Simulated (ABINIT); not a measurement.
# Mg3PbS (Pm-3m): zone-centre phonons, part 3 of 4

Which modes does Mg3PbS (Pm-3m) have at the zone centre?

ABINIT 10.8.3; DFT LDA, scalar-relativistic, plane waves, HGH norm-conserving pseudopotentials.

So far. Step 5 (Relaxation): The volume changes by +0.5 % in this run and stands -24.7 % from the first cell. Step 7 (Zone-centre response): The acoustic modes at Γ come out as far as 1.9 cm⁻¹ from zero, where they should vanish, a small numerical error. The lowest optical mode is imaginary, 116i cm⁻¹, an instability at this level and on this k mesh. The relaxed cell has a = 4.752 Å (conventional setting).

The structure was built from a prototype and need not be the compound's stable phase.

## Step 8: Modes with the sum rule

anaddb reads the merged derivatives and imposes the acoustic sum rule.

The input, anaddb.abi:

```
ddb_filepath "gamma_DDB"
output_file "anaddb.abo"
outdata_prefix "anaddb"
asr 1
chneut 1
enunit 2
eivec 1
nph1l 1
qph1l 0.0 0.0 0.0 1.0
```

The input, mrgddb.in:

```
gamma_DDB
merged
2
dfpt_gammao_DDB
gso_DDB
```

Launch:

```
> mrgddb < mrgddb.in > mrgddb.log
> OMP_NUM_THREADS=1 anaddb anaddb.abi > anaddb.log
```

anaddb.abo, the main output file:

```text
-outvars_anaddb: echo values of input variables ----------------------

 Miscellaneous information :
      enunit         2
       eivec         1
         asr         1
 First list of wavevector (reduced coord.) :
       nph1l         1
       qph1l
                     0.00000000E+00  0.00000000E+00  0.00000000E+00    1.000E+00

================================================================================

 read the DDB information and perform some checks

  ==== Info on the Cryst% object ====
 Real(R)+Recip(G) space primitive vectors, cartesian coordinates (Bohr,Bohr^-1):
 R(1)=  8.9803488  0.0000000  0.0000000  G(1)=  0.1113542  0.0000000  0.0000000
 R(2)=  0.0000000  8.9803488  0.0000000  G(2)=  0.0000000  0.1113542  0.0000000
 R(3)=  0.0000000  0.0000000  8.9803488  G(3)=  0.0000000  0.0000000  0.1113542
 Unit cell volume ucvol=  7.2423519E+02 bohr^3
 Angles (23,13,12)=  9.00000000E+01  9.00000000E+01  9.00000000E+01 degrees
 Time-reversal symmetry is present
 Reduced atomic positions [iatom, xred, symbol]:
    1)    0.0000000  0.0000000  0.0000000  Pb
    2)    0.5000000  0.5000000  0.5000000   S
    3)    0.5000000  0.5000000  0.0000000  Mg
    4)    0.5000000  0.0000000  0.5000000  Mg
    5)    0.0000000  0.5000000  0.5000000  Mg

 DDB file with 3 blocks has been read.

================================================================================

 Treat the first list of vectors

  Phonon wavevector (reduced coordinates) :  0.00000  0.00000  0.00000
 Phonon energies in Hartree :
  -5.290834E-04 -5.290834E-04 -5.290834E-04 -4.459771E-04 -4.459771E-04
  -4.459771E-04  0.000000E+00  0.000000E+00  0.000000E+00  3.625857E-04
   3.625857E-04  3.625857E-04  1.953348E-03  1.953348E-03  1.953348E-03
 Phonon energies in meV     :
- -1.439709E+01 -1.439709E+01 -1.439709E+01 -1.213566E+01 -1.213566E+01
- -1.213566E+01  0.000000E+00  0.000000E+00  0.000000E+00  9.866460E+00
-  9.866460E+00  9.866460E+00  5.315331E+01  5.315331E+01  5.315331E+01
 Phonon frequencies in cm-1    :
- -1.161204E+02 -1.161204E+02 -1.161204E+02 -9.788066E+01 -9.788066E+01
- -9.788066E+01  0.000000E+00  0.000000E+00  0.000000E+00  7.957837E+01
-  7.957837E+01  7.957837E+01  4.287104E+02  4.287104E+02  4.287104E+02
 Phonon frequencies in Thz     :
- -3.481201E+00 -3.481201E+00 -3.481201E+00 -2.934388E+00 -2.934388E+00
- -2.934388E+00  0.000000E+00  0.000000E+00  0.000000E+00  2.385700E+00
-  2.385700E+00  2.385700E+00  1.285241E+01  1.285241E+01  1.285241E+01
 Phonon energies in Kelvin  :
- -1.670713E+02 -1.670713E+02 -1.670713E+02 -1.408284E+02 -1.408284E+02
- -1.408284E+02  0.000000E+00  0.000000E+00  0.000000E+00  1.144955E+02
-  1.144955E+02  1.144955E+02  6.168186E+02  6.168186E+02  6.168186E+02

 Eigendisplacements
 (will be given, for each mode : in cartesian coordinates
   for each atom the real part of the displacement vector,
   then the imaginary part of the displacement vector - absolute values smaller than 1.0d-7 are set to zero)
  Mode number    1   Energy   -5.290834E-04
 Attention : low frequency mode.
   (Could be unstable or acoustic mode)
-  1  0.00000000E+00  0.00000000E+00 -2.35537253E-04
-     0.00000000E+00  0.00000000E+00  0.00000000E+00
-  2  0.00000000E+00  0.00000000E+00 -1.87866501E-03
-     0.00000000E+00  0.00000000E+00  0.00000000E+00
-  3  0.00000000E+00  0.00000000E+00 -1.17921455E-03
-     0.00000000E+00  0.00000000E+00  0.00000000E+00
-  4  0.00000000E+00  0.00000000E+00  2.83291297E-03
-     0.00000000E+00  0.00000000E+00  0.00000000E+00
-  5  0.00000000E+00  0.00000000E+00  2.83291297E-03
-     0.00000000E+00  0.00000000E+00  0.00000000E+00
  Mode number    2   Energy   -5.290834E-04
 Attention : low frequency mode.
   (Could be unstable or acoustic mode)
-  1  0.00000000E+00 -2.35537253E-04  0.00000000E+00
-     0.00000000E+00  0.00000000E+00  0.00000000E+00
-  2  0.00000000E+00 -1.87866500E-03  0.00000000E+00
-     0.00000000E+00  0.00000000E+00  0.00000000E+00
-  3  0.00000000E+00  2.83291297E-03  0.00000000E+00
-     0.00000000E+00  0.00000000E+00  0.00000000E+00
-  4  0.00000000E+00 -1.17921455E-03  0.00000000E+00
-     0.00000000E+00  0.00000000E+00  0.00000000E+00
-  5  0.00000000E+00  2.83291297E-03  0.00000000E+00
-     0.00000000E+00  0.00000000E+00  0.00000000E+00
  Mode number    3   Energy   -5.290834E-04
 Attention : low frequency mode.
   (Could be unstable or acoustic mode)
-  1  2.35537253E-04  0.00000000E+00  0.00000000E+00
-     0.00000000E+00  0.00000000E+00  0.00000000E+00
-  2  1.87866500E-03  0.00000000E+00  0.00000000E+00
-     0.00000000E+00  0.00000000E+00  0.00000000E+00
-  3 -2.83291297E-03  0.00000000E+00  0.00000000E+00
-     0.00000000E+00  0.00000000E+00  0.00000000E+00
-  4 -2.83291297E-03  0.00000000E+00  0.00000000E+00
-     0.00000000E+00  0.00000000E+00  0.00000000E+00
-  5  1.17921455E-03  0.00000000E+00  0.00000000E+00
-     0.00000000E+00  0.00000000E+00  0.00000000E+00
  Mode number    4   Energy   -4.459771E-04
 Attention : low frequency mode.
   (Could be unstable or acoustic mode)
-  1  0.00000000E+00  0.00000000E+00  0.00000000E+00
-     0.00000000E+00  0.00000000E+00  0.00000000E+00
-  2  0.00000000E+00  0.00000000E+00  0.00000000E+00
-     0.00000000E+00  0.00000000E+00  0.00000000E+00
-  3  0.00000000E+00  0.00000000E+00  0.00000000E+00
-     0.00000000E+00  0.00000000E+00  0.00000000E+00
-  4  0.00000000E+00  0.00000000E+00  3.35936458E-03
-     0.00000000E+00  0.00000000E+00  0.00000000E+00
-  5  0.00000000E+00  0.00000000E+00 -3.35936458E-03
-     0.00000000E+00  0.00000000E+00  0.00000000E+00
  Mode number    5   Energy   -4.459771E-04
 Attention : low frequency mode.
   (Could be unstable or acoustic mode)
-  1  0.00000000E+00  0.00000000E+00  0.00000000E+00
-     0.00000000E+00  0.00000000E+00  0.00000000E+00
-  2  0.00000000E+00  0.00000000E+00  0.00000000E+00
-     0.00000000E+00  0.00000000E+00  0.00000000E+00
-  3  0.00000000E+00 -3.35936458E-03  0.00000000E+00
-     0.00000000E+00  0.00000000E+00  0.00000000E+00
-  4  0.00000000E+00  0.00000000E+00  0.00000000E+00
-     0.00000000E+00  0.00000000E+00  0.00000000E+00
-  5  0.00000000E+00  3.35936458E-03  0.00000000E+00
-     0.00000000E+00  0.00000000E+00  0.00000000E+00
  Mode number    6   Energy   -4.459771E-04
 Attention : low frequency mode.
   (Could be unstable or acoustic mode)
-  1  0.00000000E+00  0.00000000E+00  0.00000000E+00
-     0.00000000E+00  0.00000000E+00  0.00000000E+00
-  2  0.00000000E+00  0.00000000E+00  0.00000000E+00
-     0.00000000E+00  0.00000000E+00  0.00000000E+00
-  3  3.35936458E-03  0.00000000E+00  0.00000000E+00
-     0.00000000E+00  0.00000000E+00  0.00000000E+00
-  4 -3.35936458E-03  0.00000000E+00  0.00000000E+00
-     0.00000000E+00  0.00000000E+00  0.00000000E+00
-  5  0.00000000E+00  0.00000000E+00  0.00000000E+00
-     0.00000000E+00  0.00000000E+00  0.00000000E+00
  Mode number    7   Energy    0.000000E+00
 Attention : low frequency mode.
   (Could be unstable or acoustic mode)
-  1  0.00000000E+00  0.00000000E+00 -1.32561713E-03
-     0.00000000E+00  0.00000000E+00  0.00000000E+00
-  2  0.00000000E+00  0.00000000E+00 -1.32561646E-03
-     0.00000000E+00  0.00000000E+00  0.00000000E+00
-  3  0.00000000E+00  0.00000000E+00 -1.32561361E-03
-     0.00000000E+00  0.00000000E+00  0.00000000E+00
-  4  0.00000000E+00  0.00000000E+00 -1.32559205E-03
-     0.00000000E+00  0.00000000E+00  0.00000000E+00
-  5  0.00000000E+00  0.00000000E+00 -1.32559205E-03
-     0.00000000E+00  0.00000000E+00  0.00000000E+00
  Mode number    8   Energy    0.000000E+00
 Attention : low frequency mode.
   (Could be unstable or acoustic mode)
-  1  0.00000000E+00 -1.32561713E-03  0.00000000E+00
-     0.00000000E+00  0.00000000E+00  0.00000000E+00
-  2  0.00000000E+00 -1.32561646E-03  0.00000000E+00
-     0.00000000E+00  0.00000000E+00  0.00000000E+00
-  3  0.00000000E+00 -1.32559205E-03  0.00000000E+00
-     0.00000000E+00  0.00000000E+00  0.00000000E+00
-  4  0.00000000E+00 -1.32561361E-03  0.00000000E+00
-     0.00000000E+00  0.00000000E+00  0.00000000E+00
-  5  0.00000000E+00 -1.32559205E-03  0.00000000E+00
-     0.00000000E+00  0.00000000E+00  0.00000000E+00
  Mode number    9   Energy    0.000000E+00
 Attention : low frequency mode.
   (Could be unstable or acoustic mode)
-  1  1.32561713E-03  0.00000000E+00  0.00000000E+00
-     0.00000000E+00  0.00000000E+00  0.00000000E+00
-  2  1.32561646E-03  0.00000000E+00  0.00000000E+00
-     0.00000000E+00  0.00000000E+00  0.00000000E+00
-  3  1.32559205E-03  0.00000000E+00  0.00000000E+00
-     0.00000000E+00  0.00000000E+00  0.00000000E+00
-  4  1.32559205E-03  0.00000000E+00  0.00000000E+00
-     0.00000000E+00  0.00000000E+00  0.00000000E+00
-  5  1.32561361E-03  0.00000000E+00  0.00000000E+00
-     0.00000000E+00  0.00000000E+00  0.00000000E+00
  Mode number   10   Energy    3.625857E-04
-  1  0.00000000E+00  0.00000000E+00 -9.13626800E-04
-     0.00000000E+00  0.00000000E+00  0.00000000E+00
-  2  0.00000000E+00  0.00000000E+00  2.37624173E-03
-     0.00000000E+00  0.00000000E+00  0.00000000E+00
-  3  0.00000000E+00  0.00000000E+00  2.27520266E-03
-     0.00000000E+00  0.00000000E+00  0.00000000E+00
-  4  0.00000000E+00  0.00000000E+00  1.18924881E-03
-     0.00000000E+00  0.00000000E+00  0.00000000E+00
-  5  0.00000000E+00  0.00000000E+00  1.18924881E-03
-     0.00000000E+00  0.00000000E+00  0.00000000E+00
  Mode number   11   Energy    3.625857E-04
-  1  0.00000000E+00  9.13626800E-04  0.00000000E+00
-     0.00000000E+00  0.00000000E+00  0.00000000E+00
-  2  0.00000000E+00 -2.37624173E-03  0.00000000E+00
-     0.00000000E+00  0.00000000E+00  0.00000000E+00
-  3  0.00000000E+00 -1.18924880E-03  0.00000000E+00
-     0.00000000E+00  0.00000000E+00  0.00000000E+00
-  4  0.00000000E+00 -2.27520265E-03  0.00000000E+00
-     0.00000000E+00  0.00000000E+00  0.00000000E+00
-  5  0.00000000E+00 -1.18924880E-03  0.00000000E+00
-     0.00000000E+00  0.00000000E+00  0.00000000E+00
  Mode number   12   Energy    3.625857E-04
-  1  9.13626800E-04  0.00000000E+00  0.00000000E+00
-     0.00000000E+00  0.00000000E+00  0.00000000E+00
-  2 -2.37624173E-03  0.00000000E+00  0.00000000E+00
-     0.00000000E+00  0.00000000E+00  0.00000000E+00
-  3 -1.18924880E-03  0.00000000E+00  0.00000000E+00
-     0.00000000E+00  0.00000000E+00  0.00000000E+00
-  4 -1.18924880E-03  0.00000000E+00  0.00000000E+00
-     0.00000000E+00  0.00000000E+00  0.00000000E+00
-  5 -2.27520265E-03  0.00000000E+00  0.00000000E+00
-     0.00000000E+00  0.00000000E+00  0.00000000E+00
  Mode number   13   Energy    1.953348E-03
-  1  0.00000000E+00  0.00000000E+00  1.15728921E-05
-     0.00000000E+00  0.00000000E+00  0.00000000E+00
-  2  0.00000000E+00  0.00000000E+00 -2.48488858E-03
-     0.00000000E+00  0.00000000E+00  0.00000000E+00
-  3  0.00000000E+00  0.00000000E+00  3.77442912E-03
-     0.00000000E+00  0.00000000E+00  0.00000000E+00
-  4  0.00000000E+00  0.00000000E+00 -2.97367535E-04
-     0.00000000E+00  0.00000000E+00  0.00000000E+00
-  5  0.00000000E+00  0.00000000E+00 -2.97367535E-04
-     0.00000000E+00  0.00000000E+00  0.00000000E+00
  Mode number   14   Energy    1.953348E-03
-  1  0.00000000E+00 -1.15728920E-05  0.00000000E+00
-     0.00000000E+00  0.00000000E+00  0.00000000E+00
-  2 -1.50560504E-07  2.48488858E-03  0.00000000E+00
-     0.00000000E+00  0.00000000E+00  0.00000000E+00
-  3  0.00000000E+00  2.97367534E-04  0.00000000E+00
-     0.00000000E+00  0.00000000E+00  0.00000000E+00
-  4  0.00000000E+00 -3.77442912E-03  0.00000000E+00
-     0.00000000E+00  0.00000000E+00  0.00000000E+00
-  5  2.28694338E-07  2.97367534E-04  0.00000000E+00
-     0.00000000E+00  0.00000000E+00  0.00000000E+00
  Mode number   15   Energy    1.953348E-03
-  1  1.15728920E-05  0.00000000E+00  0.00000000E+00
-     0.00000000E+00  0.00000000E+00  0.00000000E+00
-  2 -2.48488858E-03 -1.50560504E-07  0.00000000E+00
-     0.00000000E+00  0.00000000E+00  0.00000000E+00
-  3 -2.97367534E-04  0.00000000E+00  0.00000000E+00
-     0.00000000E+00  0.00000000E+00  0.00000000E+00
-  4 -2.97367534E-04  2.28694338E-07  0.00000000E+00
-     0.00000000E+00  0.00000000E+00  0.00000000E+00
-  5  3.77442912E-03  0.00000000E+00  0.00000000E+00
-     0.00000000E+00  0.00000000E+00  0.00000000E+00

 Analysis of degeneracies and characters (maximum tolerance=1.00E-06 a.u.)
 For each vibration mode, or group of modes if degenerate,
 the characters are given for each symmetry operation (see the list in the log file).
 Symmetry characters of vibration mode #   1
       degenerate with vibration modes #   2 to    3
  3.0 -3.0 -1.0  1.0 -1.0  1.0 -1.0  1.0  1.0 -1.0 -1.0  1.0  1.0 -1.0 -1.0  1.0
 -0.0  0.0 -0.0  0.0  0.0 -0.0  0.0 -0.0  1.0 -1.0 -1.0  1.0 -1.0  1.0  1.0 -1.0
 -0.0  0.0  0.0 -0.0  0.0 -0.0 -0.0  0.0  1.0 -1.0  1.0 -1.0 -1.0  1.0 -1.0  1.0
 Symmetry characters of vibration mode #   4
       degenerate with vibration modes #   5 to    6
  3.0 -3.0 -1.0  1.0 -1.0  1.0 -1.0  1.0 -1.0  1.0  1.0 -1.0 -1.0  1.0  1.0 -1.0
 -0.0  0.0 -0.0  0.0  0.0 -0.0  0.0 -0.0 -1.0  1.0  1.0 -1.0  1.0 -1.0 -1.0  1.0
 -0.0  0.0  0.0 -0.0  0.0 -0.0 -0.0  0.0 -1.0  1.0 -1.0  1.0  1.0 -1.0  1.0 -1.0
 Symmetry characters of vibration mode #   7
       degenerate with vibration modes #   8 to    9
  3.0 -3.0 -1.0  1.0 -1.0  1.0 -1.0  1.0  1.0 -1.0 -1.0  1.0  1.0 -1.0 -1.0  1.0
  0.0 -0.0  0.0 -0.0 -0.0  0.0 -0.0  0.0  1.0 -1.0 -1.0  1.0 -1.0  1.0  1.0 -1.0
  0.0 -0.0 -0.0  0.0 -0.0  0.0  0.0 -0.0  1.0 -1.0  1.0 -1.0 -1.0  1.0 -1.0  1.0
 Symmetry characters of vibration mode #  10
       degenerate with vibration modes #  11 to   12
  3.0 -3.0 -1.0  1.0 -1.0  1.0 -1.0  1.0  1.0 -1.0 -1.0  1.0  1.0 -1.0 -1.0  1.0
  0.0 -0.0  0.0 -0.0 -0.0  0.0 -0.0  0.0  1.0 -1.0 -1.0  1.0 -1.0  1.0  1.0 -1.0
  0.0 -0.0 -0.0  0.0 -0.0  0.0  0.0 -0.0  1.0 -1.0  1.0 -1.0 -1.0  1.0 -1.0  1.0
 Symmetry characters of vibration mode #  13
       degenerate with vibration modes #  14 to   15
  3.0 -3.0 -1.0  1.0 -1.0  1.0 -1.0  1.0  1.0 -1.0 -1.0  1.0  1.0 -1.0 -1.0  1.0
  0.0 -0.0  0.0 -0.0 -0.0  0.0 -0.0  0.0  1.0 -1.0 -1.0  1.0 -1.0  1.0  1.0 -1.0
  0.0 -0.0 -0.0  0.0 -0.0  0.0  0.0 -0.0  1.0 -1.0  1.0 -1.0 -1.0  1.0 -1.0  1.0
-
```

It took 0.53 s on 1 thread of Arm Neoverse V1, shared host.

No LO-TO term; unit eigenvectors of the mass-weighted matrix, from anaddb's displacements. The modes at Γ (shares of kinetic energy by element, %) (negative means imaginary):

| mode | frequency (cm⁻¹) | symmetry | Pb % | S % | Mg % |
| --- | --- | --- | --- | --- | --- |
| 1 | -116.1 | T1u | 2 | 21 | 77 |
| 2 | -116.1 | T1u | 2 | 21 | 77 |
| 3 | -116.1 | T1u | 2 | 21 | 77 |
| 4 | -97.9 | T2u | 0 | 0 | 100 |
| 5 | -97.9 | T2u | 0 | 0 | 100 |
| 6 | -97.9 | T2u | 0 | 0 | 100 |
| 7 | 0.0 | acoustic | 66 | 10 | 23 |
| 8 | 0.0 | acoustic | 66 | 10 | 23 |
| 9 | 0.0 | acoustic | 66 | 10 | 23 |
| 10 | 79.6 | T1u | 32 | 33 | 35 |
| 11 | 79.6 | T1u | 32 | 33 | 35 |
| 12 | 79.6 | T1u | 32 | 33 | 35 |
| 13 | 428.7 | T1u | 0 | 36 | 64 |
| 14 | 428.7 | T1u | 0 | 36 | 64 |
| 15 | 428.7 | T1u | 0 | 36 | 64 |

Displacements in mode 3 (-116.1 cm⁻¹), the largest set to 1:
```
Pb1  0.08  0.00  0.00
S2   0.66  0.00  0.00
Mg3 -1.00  0.00  0.00
Mg4 -1.00  0.00  0.00
Mg5  0.42  0.00  0.00
```

Displacements in mode 15 (428.7 cm⁻¹), the largest set to 1:
```
Pb1  0.00  0.00  0.00
S2  -0.66  0.00  0.00
Mg3 -0.08  0.00  0.00
Mg4 -0.08  0.00  0.00
Mg5  1.00  0.00  0.00
```

The rule moves no optical mode by more than 0.1 cm⁻¹.

(Continued in part 4 of 4.)

[Host names and launcher messages were left out of these logs when they were recorded.]

[Logs are printed without paths, hosts, clocks, repeated set-up lines and the standing remarks that a program may print on its own settings, such as how far it seeks lower states.]

[Hosts, paths, dates, database ids (printed as entryN), source tags and the programs' standing remarks are cut or masked in the printed files.]
